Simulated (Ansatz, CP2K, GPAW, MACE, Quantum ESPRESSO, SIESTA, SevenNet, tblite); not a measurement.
**Twisted graphene bilayer, 46.83° (76 atoms): other programs against plane waves**

One geometry of twisted graphene bilayer, 46.83° (76 atoms) is solved by several programs and methods. How far do their forces lie from a plane-wave PBE run?

Results are calculated, not measured.

## (1) The cell

The cell holds 76 atoms (76 C), with edges of 10.72, 10.72 and 15.53 Å. Recipe: graphene (a = 2.46 Å) under graphene (a = 2.46 Å), bilayer, commensurate cell of 19 unit cells a layer, twist 46.83 deg; facing planes 3.53 Å apart as built; 12 Å of vacuum; minimised with a classical potential Then every atom was moved at random, 0.05 Å r.m.s. a Cartesian component.

## (2) The reference input

Quantum ESPRESSO 7.5: Kohn-Sham DFT, PBE, SSSP efficiency 1.3.0 pseudopotentials, plane waves. Its input, pw.in:

```
&control
  calculation = 'scf'
  pseudo_dir = './pseudo'
  outdir = './tmp'
  disk_io = 'none'
  tprnfor = .true.
/
&system
  ibrav = 0
  nat = 76
  ntyp = 1
  ecutwfc = 45
  ecutrho = 360
  nosym = .true.
  occupations = 'smearing'
  smearing = 'fd'
  degauss = 0.003675
/
&electrons
  conv_thr = 3.8e-07
  electron_maxstep = 100
  mixing_beta = 0.2
  mixing_mode = 'local-TF'
  diagonalization = 'david'
/
ATOMIC_SPECIES
C 12.011 C.upf
CELL_PARAMETERS angstrom
10.72290 0.00000 0.00000
-5.36145 9.28630 0.00000
0.00000 0.00000 15.53000
ATOMIC_POSITIONS crystal
C 0.17339 0.76857 0.38610
C 0.19758 0.65484 0.39017
C 0.27697 0.03810 0.39085
C 0.30194 0.92077 0.39356
[... 70 atom lines left out ...]
C 0.96007 0.71749 0.60870
C 0.98437 0.85737 0.60804
K_POINTS gamma
```

```console
$ OMP_NUM_THREADS=1 mpirun -np 4 pw.x -in pw.in > output.txt
```

Elapsed: 98 s, on 4 MPI ranks of Arm Neoverse V2, shared host; peak memory 3.3 GiB; 6.5 min of CPU time.

It converged with an r.m.s. force component of 3.0 eV/Å.

## (3) The other programs

- CP2K 2026.2: Gaussian basis with GTH pseudopotentials and a plane-wave density; labels give functional, basis (MOLOPT sets; SR short-range, UZH the newer set with its own potentials), grid cutoff/relative cutoff and solver (OT: orbital transformation; TRS4, TC2, SIGN: linear-scaling purification with its sparsity filter), or its built-in tight binding.
- GPAW 26.7.0: PAW with atomic orbitals (LCAO), plane waves or a real-space grid of spacing h.
- MACE: machine-learned potential, published weights.
- Quantum ESPRESSO 7.5: plane waves; labels (QE) give functional, pseudopotential set and cutoffs of waves/density.
- SIESTA 5.4.2: numerical atomic orbitals, whose automatically made sets are far from complete, with PseudoDojo norm-conserving potentials that we converted to its format (checked against plane waves on the same files for H, C, O, Si, Ge and Ca alone); labels give functional, basis size, energy shift and mesh cutoff.
- SevenNet: machine-learned potential, published weights.
- tblite 0.8.0: extended tight binding, driven from Python.

All use the same cell and atoms, and the electronic-structure runs the same k-mesh.

## (4) All runs compared

Differences are against the reference: forces as r.m.s. over components, share as that over the reference's r.m.s. force, slope as the fitted ratio of a run's forces to the reference's.

```
                                                                  run  Δ force, r.m.s. (meV/Å)  share (%)  slope  cores  CPU time  memory (GiB)
                                                            reference                        -          -      -      4   6.5 min           3.3
                CP2K BLYP, DZVP-MOLOPT-SR, 450/50 Ry, diagonalisation                     58.4       1.96  0.993      2   4.6 min           3.0
                                       CP2K GFN1-xTB, diagonalisation                      171       5.73  0.969      1     2.2 s           0.2
          CP2K PBE+D3(BJ), DZVP-MOLOPT-SR, 450/50 Ry, diagonalisation                     72.0       2.41  1.019      2   4.8 min           3.0
        CP2K PBE, DZVP-MOLOPT-SR, 157/50 Ry, diagonalisation (coarse)                     63.5       2.13  1.015      2   3.5 min          0.81
        CP2K PBE, DZVP-MOLOPT-SR, 450/30 Ry, diagonalisation (coarse)                     48.9       1.64  1.014      2     4 min           2.9
                 CP2K PBE, DZVP-MOLOPT-SR, 450/50 Ry, diagonalisation                     48.8       1.64  1.014      2   4.8 min           2.9
                       CP2K PBE, DZVP-UZH, 450/50 Ry, diagonalisation                     48.5       1.62  1.015      4     6 min           3.8
         CP2K PBE, SZV-MOLOPT-SR, 450/50 Ry, diagonalisation (coarse)                      790       26.5  1.262      1   2.9 min           2.8
                      CP2K PBE, TZV2P-UZH, 450/50 Ry, diagonalisation                     15.3      0.514  1.002      4    15 min           4.5
CP2K TPSS, PBE potentials, DZVP-MOLOPT-SR, 450/50 Ry, diagonalisation                     66.1       2.22  1.020      2    11 min           3.1
                                          GPAW PBE, LCAO dzp, h 0.2 Å                      206       6.92  1.059      1      54 s          0.84
                    GPAW PBE, LCAO dzp, h 0.2 Å, other mixer settings                      207       6.92  1.059      1      76 s          0.76
                             GPAW PBE, LCAO sz(dzp), h 0.2 Å (coarse)                      907       30.4  1.256      1      21 s          0.68
                            GPAW PBE, LCAO szp(dzp), h 0.2 Å (coarse)                      384       12.9  1.072      1      44 s          0.81
                                         GPAW PBE, plane waves 450 eV                     10.7      0.359  1.002      2   2.6 min           1.3
                                          MACE MP-0b2 small potential                      253       8.47  0.956      1     5.6 s          0.67
                               QE PBE, dojo-0.4.1-standard, 80/320 Ry                     6.11      0.205  1.000      4    12 min           2.1
                    QE PBE, sssp-1.3.0-efficiency, 30/240 Ry (coarse)                     37.0       1.24  1.008      2   3.5 min           1.7
                  SIESTA PBE, DZ, shift 0.01 Ry, mesh 300 Ry (coarse)                      460       15.4  1.145      1      41 s          0.55
                          SIESTA PBE, DZP, shift 0.01 Ry, mesh 300 Ry                      359       12.0  1.106      2   2.1 min           1.1
                  SIESTA PBE, SZ, shift 0.01 Ry, mesh 300 Ry (coarse)                     1135       38.1  1.328      1      26 s          0.47
                 SIESTA PBE, SZP, shift 0.01 Ry, mesh 300 Ry (coarse)                      723       24.2  1.196      1      84 s          0.74
       SIESTA vdW-DF, PBE potentials, DZP, shift 0.01 Ry, mesh 300 Ry                      344       11.5  1.101      2   6.1 min           1.6
                                                 SevenNet 0 potential                      191       6.40  0.973      1     6.7 s          0.97
                                              SevenNet l3i5 potential                      135       4.53  0.986      1     8.6 s           1.6
                                                      tblite GFN1-xTB                      171       5.74  0.969      1     1.1 s          0.13
                                                      tblite GFN2-xTB                      194       6.51  0.957      1     2.7 s          0.13
```

Rows marked coarse use a setting chosen to be so.

Times of the machine-learned potentials are mostly Python's start and the loading of weights.

CPU time is summed over cores on shared hosts, so it is rough.

## (5) What came out

Forces lie from 0.20 % (QE PBE, dojo-0.4.1-standard, 80/320 Ry) to 38 % (SIESTA PBE, SZ, shift 0.01 Ry, mesh 300 Ry, coarse) of the reference's r.m.s. force of 3.0 eV/Å away from it. Other PBE runs on plane waves or a grid: GPAW PBE, plane waves 450 eV 0.36 % and QE PBE, dojo-0.4.1-standard, 80/320 Ry 0.20 % of the r.m.s. force; the reference has errors of its own, so differences under a few per cent don't tell which side is nearer the exact PBE result. The PBE runs in local orbitals, coarse settings apart, differ by 0.51 % (CP2K PBE, TZV2P-UZH, 450/50 Ry, diagonalisation) to 12 % (SIESTA PBE, DZP, shift 0.01 Ry, mesh 300 Ry); basis, grid and potentials can all enter. Tight binding differs by 5.7 % (CP2K GFN1-xTB, diagonalisation) to 6.5 % (tblite GFN2-xTB); it is another model, with fitted parameters of its own, and the xTB methods hold dispersion.

Machine-learned potentials differ by 4.5 % (SevenNet l3i5 potential) to 8.5 % (MACE MP-0b2 small potential); they were trained on other programs' data. Rows with another functional or a dispersion term differ by 2.0 % (CP2K BLYP, DZVP-MOLOPT-SR, 450/50 Ry, diagonalisation) to 12 % (SIESTA vdW-DF, PBE potentials, DZP, shift 0.01 Ry, mesh 300 Ry), which mixes the change of model with differences of basis and potentials, some of them made for another functional. Runs with settings chosen to be coarse differ by 1.2 % (QE PBE, sssp-1.3.0-efficiency, 30/240 Ry) to 38 % (SIESTA PBE, SZ, shift 0.01 Ry, mesh 300 Ry), their programs' other errors included. SIESTA PBE, SZ, shift 0.01 Ry, mesh 300 Ry stiffens the forces by a factor of 1.33 while following their directions (correlation 0.990); the slopes of the 5 SIESTA runs lie between 1.10 and 1.33. From CP2K PBE, DZVP-MOLOPT-SR, 157/50 Ry, diagonalisation to the finer CP2K PBE, DZVP-MOLOPT-SR, 450/50 Ry, diagonalisation the share falls from 2.1 to 1.6 %.

Caveats: Machine-learned potentials mimic data converged in k, so the reference's own k-point error enters their differences. The reference's PBE has no dispersion term, which matters for the binding between molecules or layers. One k-point is far too coarse for the carbon or group-IV sheet, and it can put spurious forces of up to about 1 eV/Å on the sheet's atoms. The electronic-structure runs sample only Γ, in a cell whose shortest periodic width is 9 Å. The slab repeats along its normal with no dipole correction. Where levels are smeared, the DFT runs use Fermi–Dirac occupations at 580 K (0.05 eV), and energies are free energies. The atoms were displaced at random, and shares hang on the size of the forces that this gives. The reference's cutoffs and mesh weren't converged further here.

[Long decimals in the printed logs are rounded to 6 places.]

[Logs are printed without paths, hosts, clocks, repeated set-up lines and the standing remarks that a program may print on its own settings, such as how far it seeks lower states.]

[Hosts, paths, dates, database ids (printed as entryN), source tags and the programs' standing remarks are cut or masked in the printed files.]

[Only finished runs are shown, without SIESTA runs on faulty potentials for Cu, Fe, Ni or Zn; cells were taken only where this reference lay near another plane-wave run.]
